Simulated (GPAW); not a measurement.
# Core-hole calculation of the Li K edge in LiRh3 (Imm2)

What does one-electron theory with a core hole give for the Li K edge of LiRh3 (Imm2)?

Method: X-ray absorption from dipole matrix elements to empty bands, plane-wave PAW LDA, in GPAW 26.7.0.

## 1. Set-up

It takes space group Imm2 (No. 44, orthorhombic). The conventional cell has a = 2.661 Å, b = 8.589 Å, c = 4.643 Å, α = 90.00°, β = 90.00°, γ = 90.00°. Nearest to Rh lie 8 Rh at 2.62 to 2.66 Å and 4 Li at 2.63 to 2.72 Å. Nearest to Rh lie 3 Li at 2.57 to 2.70 Å and 9 Rh at 2.62 to 2.68 Å. Li has 10 Rh at 2.57 to 2.72 Å and 2 Li at 2.66 Å nearest. Farther neighbours are not listed.

Coordinates:

```
Rh Li
1.0
    -1.33030    4.29470    2.32174
     1.33030   -4.29470    2.32174
     1.33030    4.29470   -2.32174
Rh Li
3 1
Direct
  0.49816 0.99816 0.50000
  0.06114 0.30567 0.75547
  0.55021 0.30567 0.24453
  0.98749 0.98749 0.00000
```

## 2. The field without a hole

The ground state comes first: it tells whether the system has a gap, which decides how the excited electron is treated.

scf.py

```python
import numpy as np
from ase import Atoms
from ase.parallel import parprint, paropen
from gpaw import GPAW, PW, FermiDirac, Mixer, MixerDif, setup_paths
from gpaw.test import gen
setup_paths.insert(0, '.')
gen('Li', name='nch1s', xcname='LDA', corehole=(1, 0, 0), write_xml=True)
from gpaw.mpi import world
world.barrier()

atoms = Atoms('Rh3Li',
    cell=[[-1.33029883, 4.29470124, 2.32173879],
     [1.33029883, -4.29470124, 2.32173879],
     [1.33029883, 4.29470124, -2.32173879]],
    scaled_positions=[[0.49815923, 0.99815923, 0.5],
     [0.06114124, 0.30567457, 0.75546667],
     [0.55020789, 0.30567457, 0.24453332],
     [0.98749165, 0.98749165, 0]],
    pbc=True)
atoms.calc = calc = GPAW(legacy_gpaw=True, mode=PW(500), xc='LDA', setups={3: 'nch1s'},
    kpts={'size': (11, 11, 11), 'gamma': True}, occupations=FermiDirac(0.05),
    charge=0, mixer=Mixer(0.1, 5, 50), maxiter=150,
    convergence={'density': 0.0001}, txt='scf.txt')
energy = atoms.get_potential_energy() + calc.get_reference_energy()
ef = calc.get_fermi_level()
out = dict(energy=energy, fermi=ef, forces=atoms.get_forces().tolist())
parprint(f'all-electron energy {energy:.4f} eV, Fermi level {ef:.4f} eV')
ev = np.array([[calc.get_eigenvalues(k, s) for k in range(len(calc.get_ibz_k_points()))] for s in range(calc.get_number_of_spins())])
out['homo'], out['lumo'], out['counts'] = ev[ev < ef].max(), ev[ev > ef].min(), sorted(set((ev < ef).sum((0, 2)).tolist()))
out['filled'] = (ev[:, 0] < ef).sum(1).tolist()
import json
with paropen('out.json', 'w') as f:
    json.dump(out, f)
```

On the command line:

```sh
$ OMP_NUM_THREADS=1 mpirun -n 4 gpaw python scf.py
```

Numbers of over 12 decimals in the logs are rounded to 6 here.

Output:

```text
Input parameters:
  convergence: {density: 0.0001}
  kpts: {gamma: True,
         size: (11, 11, 11)}
  maxiter: 150
  mixer: {backend: pulay,
          beta: 0.1,
          method: separate,
          nmaxold: 5,
          weight: 50}
  mode: {ecut: 500.0,
         name: pw}
  occupations: {fixmagmom: False,
                name: fermi-dirac,
                width: 0.05}
  setups: {3: nch1s}

Initialize ...

[... PAW data sets ...]

Reference energy: -390226.999506  # eV

Spin-paired calculation

[... convergence settings ...]
Symmetries present (total): 4
  [... symmetry matrices ...]

1331 k-points: 11 x 11 x 11 Monkhorst-Pack grid
216 k-points in the irreducible part of the Brillouin zone
       k-points in crystal coordinates                weights
   0:     0.00000000    0.00000000    0.00000000          1/1331
   1:     0.09090909   -0.09090909   -0.09090909          2/1331
   2:     0.09090909   -0.09090909    0.00000000          4/1331
   3:     0.09090909   -0.09090909    0.09090909          2/1331
   4:     0.09090909    0.00000000   -0.09090909          4/1331
   5:     0.09090909    0.00000000    0.00000000          4/1331
   6:     0.09090909    0.09090909   -0.09090909          2/1331
   7:     0.18181818   -0.18181818   -0.18181818          2/1331
   8:     0.18181818   -0.18181818   -0.09090909          4/1331
   9:     0.18181818   -0.18181818    0.00000000          4/1331
          ...
 215:     0.45454545    0.45454545    0.45454545          8/1331

Wave functions: Plane wave expansion
  Cutoff energy: 500.000 eV
  Number of coefficients (min, max): 1331, 1369
  Pulay-stress correction: 0.000000 eV/Ang^3 (de/decut=0.000000)
  Using FFTW library
  Wavefunction extrapolation:
    Improved wavefunction reuse through dual PAW basis

Occupation numbers: Fermi-Dirac:
  width: 0.0500  # eV

Eigensolver
   Davidson(niter=2)

Densities:
  Coarse grid: 27*27*27 grid
  Fine grid: 54*54*54 grid
  Total Charge: 0.000000

Density mixing:
  Method: separate
  Backend: pulay
  Linear mixing parameter: 0.1
  old densities: 5
  Width of damping distribution: 1.1
  Damping of long wavelength oscillations: 50

[... Hamiltonian set-up ...]
Number of atoms: 4
Number of atomic orbitals: 40
Number of bands in calculation: 32
Number of valence electrons: 46
Bands to converge: occupied

... initialized

Initializing position-dependent things.

Density initialized from atomic densities
Creating initial wave functions:
  32 bands from LCAO basis set

       Li

         RRh

            Rh

Atomic positions and initial magnetic moments

Positions:
   0 Rh     1.330299    0.000000    2.313191    ( 0.0000,  0.0000,  0.0000)
   1 Rh     1.330299    2.194306   -0.902346    ( 0.0000,  0.0000,  0.0000)
   2 Rh    -0.000000    2.100395    1.419393    ( 0.0000,  0.0000,  0.0000)
   3 Li    -0.000000    0.000000    4.585395    ( 0.0000,  0.0000,  0.0000)

Unit cell:
           periodic     x           y           z      points  spacing
  1. axis:    yes   -1.330299    4.294701    2.321739    27     0.1513
  2. axis:    yes    1.330299   -4.294701    2.321739    27     0.0855
  3. axis:    yes    1.330299    4.294701   -2.321739    27     0.0941

  Lengths:   5.060101   5.060101   5.060101
  Angles:  149.515627  63.850613 125.376410

Effective grid spacing dv^(1/3) = 0.1392

iter:   1   -31.792350
iter:   2   -30.351334   -1.48  -1.25
iter:   3   -28.959819   -0.95  -1.36
iter:   4   -28.877514   -2.56  -1.91
iter:   5   -28.853833   -2.58  -1.96
iter:   6   -28.799811   -2.40  -2.02
iter:   7   -28.799744   -3.45  -2.58
iter:   8   -28.795105c  -3.40  -2.63
iter:   9   -28.795023c  -4.53  -3.22
iter:  10   -28.795047c  -4.67  -3.41
iter:  11   -28.795043c  -5.28  -3.75
iter:  12   -28.795031c  -5.63  -3.80
iter:  13   -28.795017c  -6.23  -3.92
iter:  14   -28.795013c  -6.94  -4.01c
iter:  15   -28.795006c  -7.00  -4.07c
iter:  16   -28.795005c  -7.56c -4.58c

Converged after 16 iterations.

Dipole moment: (-0.809682, 2.613954, -6.448412) |e|*Ang

Energy contributions relative to reference atoms: (reference = -390226.999506)

Kinetic:        -10.725561
Potential:       +4.340808
External:        +0.000000
XC:             -21.930569
Entropy (-ST):   -0.028393
Local:           -0.465486
SIC:             +0.000000
--------------------------
Free energy:    -28.809202
Extrapolated:   -28.795005

Showing only first 2 kpts
 Kpt  Band  Eigenvalues  Occupancy
  0    21      8.50460    1.99444
  0    22      8.96662    0.06731
  0    23      9.49738    0.00000
  0    24      9.91868    0.00000

  1    21      7.68812    2.00000
  1    22      8.49827    1.99510
  1    23      8.49951    1.99498
  1    24      9.94478    0.00000

Fermi level: 8.79875

No gap
No difference between direct/indirect transitions

Forces in eV/Ang:
  0 Rh    0.00000    0.00000   -0.06035
  1 Rh    0.00000    0.11268    0.02082
  2 Rh    0.00000   -0.11268    0.02082
  3 Li    0.00000    0.00000    0.02152
Scalar-relativistic atomic LDA calculation for Li (Lithium, Z=3)
Core hole in 1s state (1s occupation: 2.0)
300 radial gridpoints.
|------------------------------------------------|
|------------------------------------------------|
[... the atom generator's iteration count ...]

Energy contributions:
-------------------------
Kinetic:       +7.239206
XC:            -1.652020
Potential:    -12.922674
-------------------------
Total:         -7.335488

state      eigenvalue         ekin         rmax
-----------------------------------------------
1s^2.0 :    -1.878344     3.502985        0.365
2s^1.0 :    -0.105610     0.233235        3.124
2p^0.0 :    -0.041382     0.137004        3.898
-----------------------------------------------
(units: Bohr and Hartree)

Generating PAW setup
Kinetic energy of the core from tauc = 7.006868
Cutoffs:
rc(s)=2.000
rc(p)=2.000
rc(d)=2.000
rc(vbar)=1.800
rc(comp)=2.000
rc(nct)=2.000

Kinetic energy of the core states: 7.005971
Charge: 0.0
Core electrons: 2.0
Valence electrons: 1.0
Pseudo-core charge: 0.168869
Shape function alpha=2.500
Pseudo-electron charge 1.164086
state    eigenvalue         norm
--------------------------------
2s(1) :    -0.105610     0.995217
*s    :     0.894390
2p(0) :    -0.041382     0.995581
*p    :     0.958618
*d    :     0.000000
--------------------------------

Diagonalizing with gridspacing h=0.050

state   all-electron     PAW
-------------------------------
2s:      -0.105610    -0.105589
2p:      -0.041382    -0.041286
*d:                    0.026692
*f:                    0.061621
-------------------------------
all-electron energy -390255.7945 eV, Fermi level 8.7988 eV
```

The job ended after 91 s (4 MPI ranks of Arm Neoverse V2, shared host; peak memory 0.26 GiB; 6 min of CPU time).

The mesh shows no gap, so the system is treated as a metal and the core electron is put at the Fermi level (neutral cell).

## 3. Supercell without a hole, the energy reference

The photon energy needs a difference of total energies, so the cell and mesh of the coming hole run are first run without a hole.

scf.py

```python
import numpy as np
from ase import Atoms
from ase.parallel import parprint, paropen
from gpaw import GPAW, PW, FermiDirac, Mixer, MixerDif, setup_paths
from gpaw.test import gen
setup_paths.insert(0, '.')
gen('Li', name='nch1s', xcname='LDA', corehole=(1, 0, 0), write_xml=True)
from gpaw.mpi import world
world.barrier()

atoms = Atoms('Rh21Li7',
    cell=[[5.32119532, 0, -4.64347758],
     [-6.65149415, 4.29470124, -2.32173879],
     [6.65149415, 4.29470124, 2.32173879]],
    scaled_positions=[[0.71560055, 0.78624022, 0.21375978],
     [0.00131484, 0.50052593, 0.49947407],
     [0.14417198, 0.35766879, 0.64233121],
     [0.85845769, 0.64338308, 0.35661692],
     [0.28702912, 0.21481165, 0.78518835],
     [0.42988626, 0.07195451, 0.92804549],
     [0.57274341, 0.92909736, 0.07090264],
     [0.21023245, 0.23955966, 0.27137369],
     [0.49594674, 0.95384537, 0.55708798],
     [0.63880388, 0.81098823, 0.69994512],
     [0.3530896, 0.09670251, 0.41423084],
     [0.78166103, 0.66813108, 0.84280226],
     [0.92451817, 0.52527394, 0.98565941],
     [0.06737531, 0.3824168, 0.12851655],
     [0.78166103, 0.15719774, 0.33186891],
     [0.06737531, 0.87148345, 0.6175832],
     [0.21023245, 0.72862631, 0.76044034],
     [0.92451817, 0.01434059, 0.47472606],
     [0.3530896, 0.58576916, 0.90329749],
     [0.49594674, 0.44291202, 0.04615463],
     [0.63880388, 0.30005488, 0.18901177],
     [0.29464882, 0.71785953, 0.28214047],
     [0.58036311, 0.43214524, 0.56785476],
     [0.72322025, 0.2892881, 0.7107119],
     [0.43750596, 0.57500239, 0.42499761],
     [0.86607739, 0.14643096, 0.85356904],
     [0.00893454, 0.00357381, 0.99642619],
     [0.15179168, 0.86071667, 0.13928333]],
    pbc=True)
atoms.calc = calc = GPAW(legacy_gpaw=True, mode=PW(500), xc='LDA', setups={21: 'nch1s'},
    kpts={'size': (3, 3, 3), 'gamma': True}, occupations=FermiDirac(0.1),
    charge=0, mixer=Mixer(0.1, 5, 50), maxiter=150,
    convergence={'density': 0.0001}, txt='scf.txt')
energy = atoms.get_potential_energy() + calc.get_reference_energy()
ef = calc.get_fermi_level()
out = dict(energy=energy, fermi=ef, forces=atoms.get_forces().tolist())
parprint(f'all-electron energy {energy:.4f} eV, Fermi level {ef:.4f} eV')
ev = np.array([[calc.get_eigenvalues(k, s) for k in range(len(calc.get_ibz_k_points()))] for s in range(calc.get_number_of_spins())])
out['homo'], out['lumo'], out['counts'] = ev[ev < ef].max(), ev[ev > ef].min(), sorted(set((ev < ef).sum((0, 2)).tolist()))
out['filled'] = (ev[:, 0] < ef).sum(1).tolist()
import json
with paropen('out.json', 'w') as f:
    json.dump(out, f)
```

Output:

```text
Input parameters:
  convergence: {density: 0.0001}
  kpts: {gamma: True,
         size: (3, 3, 3)}
  maxiter: 150
  mixer: {backend: pulay,
          beta: 0.1,
          method: separate,
          nmaxold: 5,
          weight: 50}
  mode: {ecut: 500.0,
         name: pw}
  occupations: {fixmagmom: False,
                name: fermi-dirac,
                width: 0.1}
  setups: {21: nch1s}

Initialize ...

[...]
2s(1) :    -0.105610     0.995217
*s    :     0.894390
2p(0) :    -0.041382     0.995581
*p    :     0.958618
*d    :     0.000000
--------------------------------

Diagonalizing with gridspacing h=0.050

state   all-electron     PAW
-------------------------------
2s:      -0.105610    -0.105589
2p:      -0.041382    -0.041286
*d:                    0.026692
*f:                    0.061621
-------------------------------
all-electron energy -2731790.1656 eV, Fermi level 8.8067 eV
[key lines of the parts left out:]
Converged after 19 iterations.
Dipole moment: (-2.766152, -0.000000, 0.060119) |e|*Ang
Free energy:   -201.611168
Fermi level: 8.80667
```

The job ended after 4.8 min (4 MPI ranks; peak memory 0.52 GiB).

Reference energy: -2731790.166 eV with the cores included.

(Part 1 of 2 ends here.)

[Banner, clock and machine lines of the logs are left out without a mark of their own.]

[Logs are printed without paths, hosts, clocks, repeated set-up lines and the standing remarks that a program may print on its own settings, such as how far it seeks lower states.]

[Hosts, paths, dates, database ids (printed as entryN), source tags and the programs' standing remarks are cut or masked in the printed files.]

[Lists of maxima count a maximum above −3 eV only where it reaches 4 % of the highest in the window and stands out from its surroundings by 2 % of it (1.5 % where it reaches 55 %); shoulders and weaker maxima are passed over, and of the rest the first, up to two pre-edge ones and the few strongest are named.]
